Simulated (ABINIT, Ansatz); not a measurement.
# Re (Rhenium): phonons by linear response

Aim: the phonon dispersion of Re (Rhenium), checked by a second program.

Method: DFT PBE, scalar-relativistic, plane waves, PseudoDojo norm-conserving pseudopotentials, in ABINIT 10.8.3.

## (1) The starting structure

It takes space group P6_3/mmc (No. 194, hexagonal). The conventional cell has a = 2.761 Å, b = 2.761 Å, c = 4.458 Å, α = 90.00°, β = 90.00°, γ = 120.00°. Nearest to Re lie 12 Re at 2.74 to 2.76 Å.

Structure file:

```
Re
1.0
     2.76080    0.00000    0.00000
    -1.38040    2.39092    0.00000
     0.00000    0.00000    4.45820
Re
2
Cartesian
  0.0000 1.5939 1.1145
  1.3804 0.7970 3.3436
```

## (2) A first look

A first run with smearing and empty bands tells whether the crystal has a gap, which decides between fixed occupations and smearing later on.

Input file probe.abi:

```
# ground state
tolvrs 1.0d-08
prtden 1
prtwf 1

# basis, mesh and filling
ecut 30.0
ngkpt 9 9 4
nshiftk 1
shiftk 0.0 0.0 0.0
istwfk *1
occopt 7
tsmear 0.005
nband 23
nstep 100
diemac 9.0
prtebands 0
prtgsr 0

# cell and atoms
acell 3*1.0 Angstrom
rprim 
    2.7608 0.0 0.0
    -1.3804 2.390922935 0.0
    0.0 0.0 4.4582
ntypat 1
znucl 75
natom 2
typat 1 1
xred 
    1/3 2/3 0.25
    2/3 1/3 0.75
pp_dirpath "./pseudo"
pseudos "Re.upf"
```

Run with:

```bash
$ OMP_NUM_THREADS=1 mpirun -n 16 abinit probe.abi > probe.log
```

Numbers of over 12 decimals in the logs are rounded to 6 here.

probe.abo, the main output file:

```text
[banners, grids, parts of the stress and lines that vanish by symmetry left out]
- input  file    -> probe.abi
- output file    -> probe.abo
- root for input  files -> probei
[...]
Symmetries : space group P6_3/m m c (#194); Bravais hP (primitive hexag.)
[...]
mpw =        1576          nfft =       32805          nkpt =          36
[...]
== DATASET  1 ==================================================================
[...]
-    --> not optimal distribution: autoparal keyword recommended in input file <--
[...]
cutoff_energies: {ecut:  30.0, pawecutdg:  -1.0, }
[...]
ETOT  1  -173.50122035486    -1.735E+02 1.174E-01 3.598E+01
 ETOT  2  -173.58494162829    -8.372E-02 2.252E-02 7.967E+00
 ETOT  3  -173.58758051148    -2.639E-03 4.556E-03 3.185E-03
 ETOT  4  -173.58758405998    -3.549E-06 2.652E-03 5.911E-05
 ETOT  5  -173.58758407876    -1.877E-08 3.073E-04 2.367E-06
 ETOT  6  -173.58758407969    -9.303E-10 6.278E-04 1.457E-08
 ETOT  7  -173.58758407969    -5.087E-12 2.090E-04 5.002E-11
 At SCF step    7       vres2   =  5.00E-11 < tolvrs=  1.00E-08 =>converged.
[...]
sigma(1 1)= -1.81076725E-04  sigma(3 2)=  0.00000000E+00
  sigma(2 2)= -1.81076733E-04  sigma(3 1)=  0.00000000E+00
  sigma(3 3)= -1.91676891E-04  sigma(2 1)=  0.00000000E+00
[...]
convergence: {deltae: -5.087E-12, res2:  5.002E-11, residm:  2.090E-04, diffor: null, }
etotal    :  -1.73587584E+02
[...]
sigma(1 1)= -1.81076725E-04  sigma(3 2)=  0.00000000E+00
  sigma(2 2)= -1.81076733E-04  sigma(3 1)=  0.00000000E+00
  sigma(3 3)= -1.91676891E-04  sigma(2 1)=  0.00000000E+00
[...]
- sigma(1 1)= -5.32746118E+00  sigma(3 2)=  0.00000000E+00
- sigma(2 2)= -5.32746141E+00  sigma(3 1)=  0.00000000E+00
- sigma(3 3)= -5.63932884E+00  sigma(2 1)=  0.00000000E+00
[...]
fcart     -2.0644544888E-28  3.5757400642E-28 -0.0000000000E+00
           strten     -1.8107672497E-04 -1.8107673294E-04 -1.9167689145E-04
================================================================================

[key lines of the parts left out:]
pressure_GPa:   5.4314E+00
```

It took 5.6 s on 16 MPI ranks of Arm Neoverse V1, shared host.

Numbers from this step:

```
volume per atom   : 14.71 Å³
pressure          : 5.431 GPa
gap on the k-mesh : 0 eV
```

No gap opens on this mesh, so smearing is kept; the printed pressure holds the stress of the finite basis too.

## (3) Relaxation

The harmonic expansion needs vanishing forces, and a free crystal bears no stress, so cell and atoms are brought to rest. Stress is more sensitive to the basis than forces are: the last 3 Ha under the cutoff are smoothed with ecutsm, and the cutoff is raised above that of the later runs.

Input file relax.abi:

```
# relaxation
ionmov 2
optcell 2
dilatmx 1.08
ntime 40
tolmxf 1.0d-05
tolvrs 1.0d-14
prtwf 0
prtden 0
chksymtnons 0

# basis, mesh and filling
ecut 38.0
ecutsm 3.0
ngkpt 12 12 6
nshiftk 1
shiftk 0.0 0.0 0.0
istwfk *1
occopt 7
tsmear 0.01
nband 23
nstep 100
diemac 1000000.0
prtebands 0
prtgsr 0

# cell and atoms
acell 3*1.0 Angstrom
rprim 
    2.7608 0.0 0.0
    -1.3804 2.390922935 0.0
    0.0 0.0 4.4582
ntypat 1
znucl 75
natom 2
typat 1 1
xred 
    1/3 2/3 0.25
    2/3 1/3 0.75
pp_dirpath "./pseudo"
pseudos "Re.upf"
```

Run with:

```bash
$ OMP_NUM_THREADS=1 mpirun -n 16 abinit relax.abi > relax.log
```

relax.abo, the main output file:

```text
[banners, grids, parts of the stress and lines that vanish by symmetry left out]
- input  file    -> relax.abi
- output file    -> relax.abo
- root for input  files -> relaxi
[...]
Symmetries : space group P6_3/m m c (#194); Bravais hP (primitive hexag.)
[...]
mpw =        2826          nfft =       55296          nkpt =          76
[...]
== DATASET  1 ==================================================================
[...]
cutoff_energies: {ecut:  38.0, pawecutdg:  -1.0, }
[...]
ETOT  1  -173.49620037626    -1.735E+02 2.426E-01 5.990E+01
 ETOT  2  -173.58675694814    -9.056E-02 1.265E-01 9.717E+00
 ETOT  3  -173.58868904242    -1.932E-03 1.061E-02 2.443E-03
 ETOT  4  -173.58869087175    -1.829E-06 5.829E-03 7.518E-05
 ETOT  5  -173.58869088408    -1.232E-08 1.267E-03 1.729E-07
[...]
At SCF step    9       vres2   =  5.85E-16 < tolvrs=  1.00E-14 =>converged.
[...]
sigma(1 1)= -1.97470287E-04  sigma(3 2)=  0.00000000E+00
  sigma(2 2)= -1.97470295E-04  sigma(3 1)=  0.00000000E+00
  sigma(3 3)= -2.30870450E-04  sigma(2 1)=  0.00000000E+00
[...]
convergence: {deltae:  8.242E-13, res2:  5.848E-16, residm:  7.835E-04, diffor: null, }
etotal    :  -1.73588691E+02
[...]
ETOT  1  -173.58649601122    -1.736E+02 6.559E-04 1.316E+01
[...]
At SCF step    9       vres2   =  6.09E-17 < tolvrs=  1.00E-14 =>converged.
[...]
sigma(1 1)=  3.56741318E-05  sigma(3 2)=  0.00000000E+00
  sigma(2 2)=  3.56741241E-05  sigma(3 1)=  0.00000000E+00
  sigma(3 3)=  2.16521136E-05  sigma(2 1)=  0.00000000E+00
[...]
convergence: {deltae:  9.379E-13, res2:  6.093E-17, residm:  8.497E-05, diffor: null, }
etotal    :  -1.73589020E+02
[...]
ETOT  1  -173.58898460894    -1.736E+02 3.369E-02 2.236E-01
[...]
At SCF step    8       vres2   =  5.07E-16 < tolvrs=  1.00E-14 =>converged.
[...]
sigma(1 1)=  4.00942172E-06  sigma(3 2)=  0.00000000E+00
  sigma(2 2)=  4.00941397E-06  sigma(3 1)=  0.00000000E+00
  sigma(3 3)= -5.00679689E-06  sigma(2 1)=  0.00000000E+00
[...]
convergence: {deltae: -5.116E-13, res2:  5.070E-16, residm:  4.815E-05, diffor: null, }
etotal    :  -1.73589028E+02
[...]
ETOT  1  -173.58902751584    -1.736E+02 3.997E-05 3.795E-03
[...]
At SCF step    7       vres2   =  6.31E-15 < tolvrs=  1.00E-14 =>converged.
[...]
sigma(1 1)=  1.05509306E-06  sigma(3 2)=  0.00000000E+00
  sigma(2 2)=  1.05508531E-06  sigma(3 1)=  0.00000000E+00
  sigma(3 3)= -3.56484980E-06  sigma(2 1)=  0.00000000E+00
[...]
convergence: {deltae: -7.105E-13, res2:  6.313E-15, residm:  8.895E-06, diffor: null, }
etotal    :  -1.73589028E+02
[...]
ETOT  1  -173.58902768552    -1.736E+02 6.264E-06 3.449E-03
[...]
At SCF step    7       vres2   =  4.90E-16 < tolvrs=  1.00E-14 =>converged.
[...]
sigma(1 1)= -2.05792084E-07  sigma(3 2)=  0.00000000E+00
  sigma(2 2)= -2.05799835E-07  sigma(3 1)=  0.00000000E+00
  sigma(3 3)= -3.49252172E-07  sigma(2 1)=  0.00000000E+00
[...]
convergence: {deltae:  4.832E-13, res2:  4.902E-16, residm:  1.065E-05, diffor: null, }
etotal    :  -1.73589028E+02
[...]
ETOT  1  -173.58902843198    -1.736E+02 8.902E-06 1.626E-05
[...]
ETOT  5  -173.58902843517     7.674E-13 1.887E-06 3.034E-12
 ETOT  6  -173.58902843517    -1.222E-12 5.224E-06 7.441E-15
 At SCF step    6       vres2   =  7.44E-15 < tolvrs=  1.00E-14 =>converged.
[...]
sigma(1 1)= -2.89719943E-08  sigma(3 2)=  0.00000000E+00
  sigma(2 2)= -2.89797454E-08  sigma(3 1)=  0.00000000E+00
  sigma(3 3)= -2.64219523E-08  sigma(2 1)=  0.00000000E+00
[...]
convergence: {deltae: -1.222E-12, res2:  7.441E-15, residm:  5.224E-06, diffor: null, }
etotal    :  -1.73589028E+02
[...]
At Broyd/MD step   6, gradients are converged :
[...]
sigma(1 1)= -2.89719943E-08  sigma(3 2)=  0.00000000E+00
  sigma(2 2)= -2.89797454E-08  sigma(3 1)=  0.00000000E+00
  sigma(3 3)= -2.64219523E-08  sigma(2 1)=  0.00000000E+00
[...]
- sigma(1 1)= -8.52385501E-04  sigma(3 2)=  0.00000000E+00
- sigma(2 2)= -8.52613546E-04  sigma(3 1)=  0.00000000E+00
- sigma(3 3)= -7.77360675E-04  sigma(2 1)=  0.00000000E+00
[...]
fcart      6.1640875010E-28  3.5588375776E-28 -0.0000000000E+00
           strten     -2.8971994304E-08 -2.8979745416E-08 -2.6421952286E-08
================================================================================

[key lines of the parts left out:]
pressure_GPa:   8.2745E-04
Total energy (etotal) [Ha]= -1.73589028435167E+02
```

Wall time 57 s (16 MPI ranks); 15 min of CPU time.

The steps of the relaxation:

```tsv
step	energy less that of the first step (eV)	largest force (eV/Å)	volume (Å³)
1	0.0000	0.0000	29.43
2	-0.0089	0.0000	29.98
3	-0.0092	0.0000	29.91
4	-0.0092	0.0000	29.91
5	-0.0092	0.0000	29.91
6	-0.0092	0.0000	29.91
```

```tsv
conventional cell, symmetrised	before	after	change
a (Å)	2.761	2.774	+0.5 %
b (Å)	2.761	2.774	+0.5 %
c (Å)	4.458	4.488	+0.7 %
volume (Å³/atom)	14.71	14.95	+1.6 %
```

The relaxed structure:

```xyz
2
Lattice="2.7739 0.0000 0.0000 -1.3870 2.4023 0.0000 0.0000 0.0000 4.4882" Properties=species:S:1:pos:R:3 pbc="T T T"
Re    0.0000    1.6015    1.1221
Re    1.3870    0.8008    3.3662
```

Read from the output:

* volume per atom: 14.95 Å³
* pressure: 8.27e-4 GPa

The volume changes by +1.6 % in this run and stands +1.6 % from the first cell.

## (4) Ground state

The response is built on these wavefunctions, so the potential is converged far more tightly than an energy would need. Smearing stays on, as the first look found no gap above 0.3 eV.

Input file gs.abi:

```
# ground state
tolvrs 1.0d-16
prtden 1
prtwf 1

# basis, mesh and filling
ecut 30.0
ngkpt 12 12 6
nshiftk 1
shiftk 0.0 0.0 0.0
istwfk *1
occopt 7
tsmear 0.01
nband 23
nstep 100
diemac 1000000.0
prtebands 0
prtgsr 0

# cell and atoms
acell 3*1.0 Angstrom
rprim 
    2.773912257 0.0 0.0
    -1.386956128 2.402278482 0.0
    0.0 0.0 4.488238249
ntypat 1
znucl 75
natom 2
typat 1 1
xred 
    1/3 2/3 0.25
    2/3 1/3 0.75
pp_dirpath "./pseudo"
pseudos "Re.upf"
```

Run with:

```bash
$ OMP_NUM_THREADS=1 mpirun -n 16 abinit gs.abi > gs.log
```

gs.abo, the main output file:

```text
[banners, grids, parts of the stress and lines that vanish by symmetry left out]
- input  file    -> gs.abi
- output file    -> gs.abo
- root for input  files -> gsi
[...]
Symmetries : space group P6_3/m m c (#194); Bravais hP (primitive hexag.)
[...]
mpw =        1605          nfft =       32805          nkpt =          76
[...]
== DATASET  1 ==================================================================
[...]
cutoff_energies: {ecut:  30.0, pawecutdg:  -1.0, }
[...]
ETOT  1  -173.50628710731    -1.735E+02 1.575E-01 3.748E+01
 ETOT  2  -173.58661506332    -8.033E-02 3.619E-02 6.595E+00
 ETOT  3  -173.58885128747    -2.236E-03 2.563E-03 1.587E-03
 ETOT  4  -173.58885262724    -1.340E-06 3.153E-03 4.908E-05
 ETOT  5  -173.58885264078    -1.354E-08 7.425E-04 1.354E-07
[...]
ETOT  9  -173.58885264082    -1.990E-13 2.018E-04 1.173E-15
 ETOT 10  -173.58885264082    -4.832E-13 2.340E-04 2.394E-18
 At SCF step   10       vres2   =  2.39E-18 < tolvrs=  1.00E-16 =>converged.
[...]
sigma(1 1)=  1.13587569E-05  sigma(3 2)=  0.00000000E+00
  sigma(2 2)=  1.13587712E-05  sigma(3 1)=  0.00000000E+00
  sigma(3 3)=  1.14051441E-05  sigma(2 1)= -8.31817428E-12
[...]
convergence: {deltae: -4.832E-13, res2:  2.394E-18, residm:  2.340E-04, diffor: null, }
etotal    :  -1.73588853E+02
[...]
sigma(1 1)=  1.13587569E-05  sigma(3 2)=  0.00000000E+00
  sigma(2 2)=  1.13587712E-05  sigma(3 1)=  0.00000000E+00
  sigma(3 3)=  1.14051441E-05  sigma(2 1)= -8.31817428E-12
[...]
- sigma(1 1)=  3.34186164E-01  sigma(3 2)=  0.00000000E+00
- sigma(2 2)=  3.34186586E-01  sigma(3 1)=  0.00000000E+00
- sigma(3 3)=  3.35550926E-01  sigma(2 1)= -2.44729137E-07
[...]
fcart     -1.4382870824E-27 -3.2029538178E-27 -0.0000000000E+00
           strten      1.1358756852E-05  1.1358771194E-05  1.1405144149E-05
================================================================================

[key lines of the parts left out:]
pressure_GPa:  -3.3464E-01
```

Wall time 10 s (16 MPI ranks); 2.7 min of CPU time.

Numbers from this step:

```yaml
pressure: -0.3346 GPa
```

The cell stands at -0.33 GPa: the relaxation ran with a smoothed and higher cutoff, and the difference is a stress of the finite basis.

[end of part 1 of 4]

[Host names and launcher messages were left out of these logs when they were recorded.]

[Logs are printed without paths, hosts, clocks, repeated set-up lines and the standing remarks that a program may print on its own settings, such as how far it seeks lower states.]

[Hosts, paths, dates, database ids (printed as entryN), source tags and the programs' standing remarks are cut or masked in the printed files.]
